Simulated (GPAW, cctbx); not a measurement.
# How far are the atoms of TaSi from free atoms?

Aim: compute the bonding part of the density of TaSi, find which reflections carry it, and see how it biases an ordinary refinement.

The start was made by putting kin elements into a known structure type; the compound need not exist, or be stable, in this form. All numbers below are calculated.

**1. Find the equilibrium geometry**

The density hangs on the geometry, so cell and atoms are relaxed first, with the symmetry held. The cutoff is set higher than for the density because stress converges slowly with plane waves.

Settings: GPAW 26.7.0, PBE, 570 eV, 6×6×4 k-points (along the axes of the calculation cell), Fermi–Dirac width 0.1 eV, BFGS to 0.03 eV/Å.

```text
cell
1.0
     3.683000000    0.000000000    0.000000000
    -1.841500000    3.189571562    0.000000000
     0.000000000    0.000000000    5.694000000
Ta Si
2 2
Direct
0.000000000 0.000000000 0.500000000
0.000000000 0.000000000 0.000000000
0.666666667 0.333333333 0.750000000
0.333333333 0.666666667 0.250000000
```

```console
$ OMP_NUM_THREADS=1 mpirun -n 4 gpaw python run.py > gpaw.log
```

```text
BFGS:    0      -30.609619        3.040902
BFGS:    1      -30.754206        2.471727
BFGS:    2      -31.003818        0.705954
BFGS:    3      -31.023295        0.528312
...
BFGS:   14      -31.691289        0.063614
BFGS:   15      -31.691485        0.030856
BFGS:   16      -31.691543        0.000402
cell  3.0250 3.0250 8.0973  90.00 90.00 120.00
volume 64.167 A^3, largest force 0.000 eV/A, largest stress 0.00 GPa
```

The cell moved far, while the k-mesh and basis were chosen for the start, so the final shape may be somewhat biased.

After 16 steps the volume has changed by -4.1 % and the energy by -1.082 eV; the largest stress left is 0.00 GPa. It took 87 s on 4 cores of Intel(R) Xeon(R) Platinum 8488C (Sapphire Rapids) (shared host), peak memory 0.91 GiB.

Relaxed structure: P6_3/mmc (no. 194), a = 3.0250 Å, b = 3.0250 Å, c = 8.0973 Å, α = 90.00°, β = 90.00°, γ = 120.00°.

```
atom  mult.    x    y    z
 Ta1      2    0    0  1/2
 Si1      2  2/3  1/3  3/4
```

**2. Density and charge transfer**

X-rays see the whole electron density, so the PAW density is rebuilt with its core regions. Subtracting spherical free atoms from the same code cancels the cores and leaves the deformation density Δρ, the part due to bonding.

Settings: PBE, 450 eV, 9×9×3 k-points (along the axes of the calculation cell), Fermi–Dirac width 0.1 eV; primitive cell of 4 atoms.

```console
$ OMP_NUM_THREADS=1 mpirun -n 4 gpaw python run.py > gpaw.log
```

```text
|iter:   1|       0s |  -31.933981 | +0.24 |       |
|iter:   2|       0s |  -31.899517 | -2.08 | -1.21 |
|iter:   3|       1s |  -31.632860 | -1.15 | -1.23 |
...
|iter:   8|       2s |  -31.630347c| -6.45 | -4.03c|
|iter:   9|       3s |  -31.630341c| -6.81 | -3.80 |
|iter:  10|       3s |  -31.630342c| -7.89c| -4.66c|
```

```text
grid (30, 30, 80)  electrons 174.000  moved by bonding 0.837 e
deformation density beyond 0.5 A of the nuclei: max 0.082, min -0.095 e/A^3
atom        x       y       z   Voronoi charge  moment
Ta1    0.0000  0.0000  0.5000      0.093       0.00
Ta2    0.0000  0.0000  0.0000      0.093       0.00
Si3    0.6667  0.3333  0.7500     -0.093       0.00
Si4    0.3333  0.6667  0.2500     -0.093       0.00
mean inner potential of superposed free atoms 27.419 V
total magnetic moment 0.000 muB
```

Deformation density in a plane through the shortest contact of the Ta atom at the origin, in 0.01 e/Å³ (clipped at ±99); x from -1.6 to 4.3 Å, y from 2.4 down to -2.4 Å:

```text
  .  -5  -5   2   4  -2   .   .  -5   1   3   3   3   4   4   3
 -4  -3  -4   3   6   3  -3  -6  -7  -1   1   2   2   3   1  -2
 -5  -3   0   4   6   5   2  -2  -2   0   0   1   2   2  -1  -4
  2   2   2   1   0   1   2   2   1   0  -1   1   4   4   0  -4
  6   3  -2  -4  -5  -5  -4   0   2  -1  -5  -4   3   6   4  -2
  6   2  -5  -3   .  -2  -4  -2   2  -2  -7   .  -1   5   6   2
  4   0  -5   .   .   .  -5  -1   4   0   .   .   .   0   4   3
  2   0  -5  -1   .  -3  -5   0   6   4  -2   .  -7  -3   1   2
  1   1  -3  -5  -5  -4  -2   2   6   6   3  -2  -4  -2   0   1
  1   2   2   1   0   0   1   2   2   2   3   2   1   1   0   0
 -2  -2   1   5   6   4   1  -3  -5  -5  -3   0   2   1  -3  -4
 -6  -7  -4   2   6   4  -3  -3  -3  -4  -4  -4   1   0  -6  -6
 -4   .   .  -3   4   3  -5  -4   .   .  -3  -4   3   2  -4   .
```

Atoms in or within 0.15 Å of the plane: Ta (0.0, 0.0), Si (2.7, 0.0) Å. Dots mark points within about 0.45 Å of a nucleus; large values next to them are atomic features.

Si gains most (-0.09 e) and Ta loses most (+0.09 e), as electronegativity suggests. Such charges fall far short of formal ones, since overlapping free atoms already put density on their neighbours. Along the shortest contact from the Ta atom at the map's origin, Ta–Si at 2.67 Å, Δρ is +0.03 e/Å³ at the midpoint and highest, +0.04, 1.55 Å from Ta (points within 0.5 Å of a nucleus left out): little piles up between the atoms. At the midpoints of other shortest contacts it is +0.02 (Ta–Ta, 3.02 Å) and +0.01 (Si–Si, 3.02 Å) e/Å³. Point values carry grid noise of about 0.01 e/Å³. The run needed 10 iterations, 8.6 s.

**3. Structure factors**

The Fourier components of Δρ, added to those of the free atoms, give the static X-ray structure factors; the Mott–Bethe relation turns them into the Fourier components V of the potential that fast electrons feel.

```text
static structure factors of the conventional cell: F in electrons, V (Mott-Bethe) in volts
   h  k  l      d  |F| table  |F| free   |F| DFT   change   |V| free  |V| DFT  change %
   0  0  2  4.0487   111.310   111.212   111.310    0.098     7.947    7.833     -1.4
   1  0  0  2.6197   114.730   114.599   114.345   -0.254     8.530    8.655      1.5
   1  0  1  2.4925    16.738    16.769    16.808    0.039     3.319    3.302     -0.5
   1  0  2  2.1994   128.724   128.538   128.206   -0.331    10.872   10.986      1.1
   0  0  4  2.0243   134.637   134.415   133.874   -0.541    11.587   11.745      1.4
   1  0  3  1.8799    14.970    14.969    14.822   -0.146     2.343    2.379      1.6
   1  0  4  1.6018    99.965    99.746    99.946    0.200     5.911    5.875     -0.6
   1  1  0  1.5125   121.430   121.199   121.323    0.124     8.628    8.608     -0.2
   1  1  2  1.4169    87.420    87.283    87.344    0.061     4.405    4.396     -0.2
   1  0  5  1.3775    13.107    13.076    13.007   -0.069     1.514    1.524      0.6
   0  0  6  1.3496    85.551    85.443    85.610    0.167     4.235    4.214     -0.5
   2  0  0  1.3099    91.763    91.654    91.644   -0.010     4.945    4.946      0.0
   2  0  1  1.2931    12.701    12.668    12.696    0.028     1.383    1.380     -0.2
   2  0  2  1.2463   103.974   103.848   103.954    0.106     6.230    6.218     -0.2
```

The largest X-ray change is -0.54 e on 004, 0.4 % of |F|. For electrons V goes as (Z − F)/g², so a change of F counts against Z − F, which is small at low angle and wherever the atoms' terms cancel: |V| of 103 moves by +1.6 % (2.34 to 2.38 V) against -1.0 % in |F|. The tabulated Hartree–Fock atoms differ from the free DFT atoms by up to 0.23 e, so the choice of reference atom matters too.

**4. The functional ladder**

The same geometry is run with other functionals, to see whether the bonding signal is larger than the spread between approximations. Free atoms are LDA for LDA and PBE otherwise; meta-GGAs and hybrids keep PBE cores. Any other changed setting is in the row's label.

```
   run  ΔF 004 (e)  ΔF 102 (e)  ΔF 100 (e)  q(Si) (e)  moved (e)   time
   PBE      -0.541      -0.331      -0.254     -0.093      0.837  8.6 s
   LDA      -0.535      -0.320      -0.237     -0.084      0.795  7.9 s
r2SCAN      -0.554      -0.333      -0.235     -0.096      0.890   23 s
```

At the base's settings ΔF(004) spans -0.554 to -0.535 e, a spread of 4 % of the PBE value; over the three listed reflections the spread is at most 7 %, so sign and size hold across the functionals. Times are from shared hosts.

**5. What a spherical-atom refinement makes of it**

Routine crystallography fits spherical atoms. To see the bias, intensities are simulated from tabulated atoms plus the DFT change ΔF, so that bonding alone can misfit (3890 reflections of the full sphere, merged to the counts below, to 0.4 Å, 1 % proportional noise plus counting noise, assumed isotropic U as listed, Δρ smeared by the mean U) and refined with cctbx over different ranges.

| range | data | R1 | GooF | U Ta1 (true 0.0028) | U Si1 (true 0.0051) | largest shift (Å) | Δρ max, min (e/Å³) |
| --- | --- | --- | --- | --- | --- | --- | --- |
| all data | 240 | 0.0024 | 0.95 | 0.0028 | 0.0051 | 0.0000 | 0.31, -0.37 |
| low resolution, d > 0.84 | 36 | 0.0027 | 1.21 | 0.0027 | 0.0049 | 0.0000 | 0.12, -0.23 |
| high order, d < 0.75 | 195 | 0.0023 | 0.89 | 0.0028 | 0.0051 | 0.0000 | 0.29, -0.28 |
| occupancies free, d > 0.7 | 56 | 0.0025 | 1.12 | 0.0028 | 0.0049 | 0.0000 | 0.15, -0.19 |

With all data GooF is 0.95, so at this noise the bonding hardly shows; the top residual peak, near noise level, lies 0.82 Å from Si and 2.23 Å from Ta. No U is off by more than 3 s.u. at low resolution. Symmetry fixes every coordinate, so the shifts are zero by construction. With Ta1 held at 1 and the scale free, the other occupancies refine to Si1 0.999(0.004), within three s.u. of full.

**6. Answer**

Bonding moves 0.84 e in the primitive cell of TaSi and changes the structure factors of the conventional cell in the table above by at most 0.54 e (004, 0.4 %), and among reflections above 2 % of the strongest by up to 1.0 % (103). The shortest bond, Ta–Si, has Δρ = +0.03 e/Å³ at its midpoint. At the base's settings ΔF(004) spans -0.554 to -0.535 e, a spread of 4 % of the PBE value; over the three listed reflections the spread is at most 7 %, so sign and size hold across the functionals. With all data GooF is 0.95, so at this noise the bonding hardly shows. Limits: static density, frozen cores, no spin–orbit coupling.

[Outputs are excerpts: Python notices, other lines and further rows are left out; steps that failed or that the build refused (PBEsol, TPSS) are not shown.]

[Logs are printed without paths, hosts, clocks, repeated set-up lines and the standing remarks that a program may print on its own settings, such as how far it seeks lower states.]
